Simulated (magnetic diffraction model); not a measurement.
# Which magnetic order? Ba2CeTiTe5

Space group Cmc2_1 (no. 36), a = 4.5790 Å, b = 20.1860 Å, c = 13.7600 Å.

```csv
site,atom,x,y,z
4a,Ce,1/2,0.2927,0.4852
4a,Ba,1/2,0.3858,0.8206
4a,Ba,1/2,0.3746,0.1859
4a,Te,1/2,0.4564,0.4518
4a,Te,0,0.4941,0.2366
4a,Te,1/2,0.1850,0.1375
4a,Te,1/2,0.2103,0.8320
4a,Te,1/2,0.1422,0.5023
4a,Ti,1/2,0.0593,0.0651
```

The compound is invented for this exercise: a known structure type with other elements, its cell scaled to their sizes and not relaxed.

Only Ce is taken to order (form factors of Ce3+); orders and moment sizes are assumed, and not adapted to the symmetry. Radiation: neutrons of λ = 2.36 Å, 8° to 40°; isotropic B of 0.52 Å² (Ce), 0.54 Å² (Ba), 0.46 Å² (Te) and 0.49 Å² (Ti). Simulated constant-wavelength pattern: nuclear and magnetic terms add, the magnetic one as |2.695 fm × Σ f S⊥ exp(2πi Q·r) exp(−B s²)|², summed over all Q at one angle with the factor 1/(sin²θ cos θ). For collinear order S is the moment m, which repeats by lattice and centring translations R with the sign exp(−2πi k·R). Free-ion form factors, Sears's scattering lengths of 1992, no absorption; a label names one of the reflections at its angle. The strongest nuclear line in the range is 100, and lines under 0.2 are left out.

Above the ordering temperature:

```tsv
2θ (°)	index	I
13.43	(0 2 0)	100.0
16.67	(0 2 1)	41.4
19.75	(0 0 2)	55.3
23.96	(0 2 2)	89.5
27.05	(0 4 0)	3.3
28.84	(0 4 1)	73.5
30.64	(1 1 0)	23.4
32.26	(1 1 1)	18.1
32.83	(0 2 3)	6.9
33.71	(0 4 2)	22.1
36.33	(1 3 0)	18.0
36.73	(1 1 2)	96.1
37.72	(1 3 1)	70.4
```

Below it (cell unchanged):

```
2θ (°)      I
 11.91   71.9
 13.43  100.0
 16.67   41.4
 19.75   55.3
 20.88    2.3
 22.51    2.9
 23.96   89.5
 27.05    3.3
 28.40    4.9
 28.84   73.5
 29.87    8.6
 30.59   14.5
 30.64   23.4
 32.26   18.1
 32.83    6.9
 32.88    8.7
 33.71   22.1
 34.40    5.7
 36.06   11.6
 36.28    3.8
 36.33   18.0
 36.73   96.1
 37.72   70.4
 38.65   13.0
 39.62    2.3
```

**Question.** Find the propagation vector, then choose among these models:
A. collinear moments along [001], 1.4 μB on Ce; signs + at (1/2, 0.2927, 0.4852), − at (0, 0.2073, 0.9852)
B. collinear moments along [001], 1.4 μB on Ce; signs + at (1/2, 0.2927, 0.4852), + at (0, 0.2073, 0.9852)
C. collinear moments along [010], 1.4 μB on Ce; signs + at (1/2, 0.2927, 0.4852), + at (0, 0.2073, 0.9852)
D. collinear moments along [010], 1.4 μB on Ce; signs + at (1/2, 0.2927, 0.4852), − at (0, 0.2073, 0.9852)

The new lines index as (0 1 1) at 11.91°, (0 1 2) at 20.88°, (0 3 1) at 22.51° and (0 3 2) at 28.40°, that is as H ± k with k = (0 1 0). The indices are whole but break the lattice centring, so the moments reverse under a centring translation, those with k·t a half-integer.

Magnetic intensity, observed (below minus above) and for each model:

| 2θ (°) | index | observed | A | B | C | D |
| --- | --- | --- | --- | --- | --- | --- |
| 11.91 | (0 1 1) | 71.9 | 33.4 | 2.5 | 5.4 | 71.9 |
| 20.88 | (0 1 2) | 2.3 | 0.3 | 3.5 | 30.2 | 2.3 |
| 22.51 | (0 3 1) | 2.9 | 12.0 | 13.0 | 3.1 | 2.9 |
| 30.59 | (0 1 3) | 14.5 | 0.8 | <0.2 | 1.1 | 14.5 |
| 31.52 | (1 0 1) | <0.2 | <0.2 | 13.9 | 15.4 | <0.2 |
| 34.40 | (1 2 1) | 5.7 | 6.2 | 17.4 | 16.0 | 5.7 |
| 35.47 | (0 5 1) | <0.2 | 0.6 | 10.5 | 0.9 | <0.2 |
| 36.06 | (1 0 2) | 11.6 | 8.1 | <0.2 | <0.2 | 11.6 |

Model D matches.

The structure used: k = (0 1 0), collinear moments along [010], 1.4 μB on Ce; signs + at (1/2, 0.2927, 0.4852), − at (0, 0.2073, 0.9852).

[Logs are printed without paths, hosts, clocks, repeated set-up lines and the standing remarks that a program may print on its own settings, such as how far it seeks lower states.]
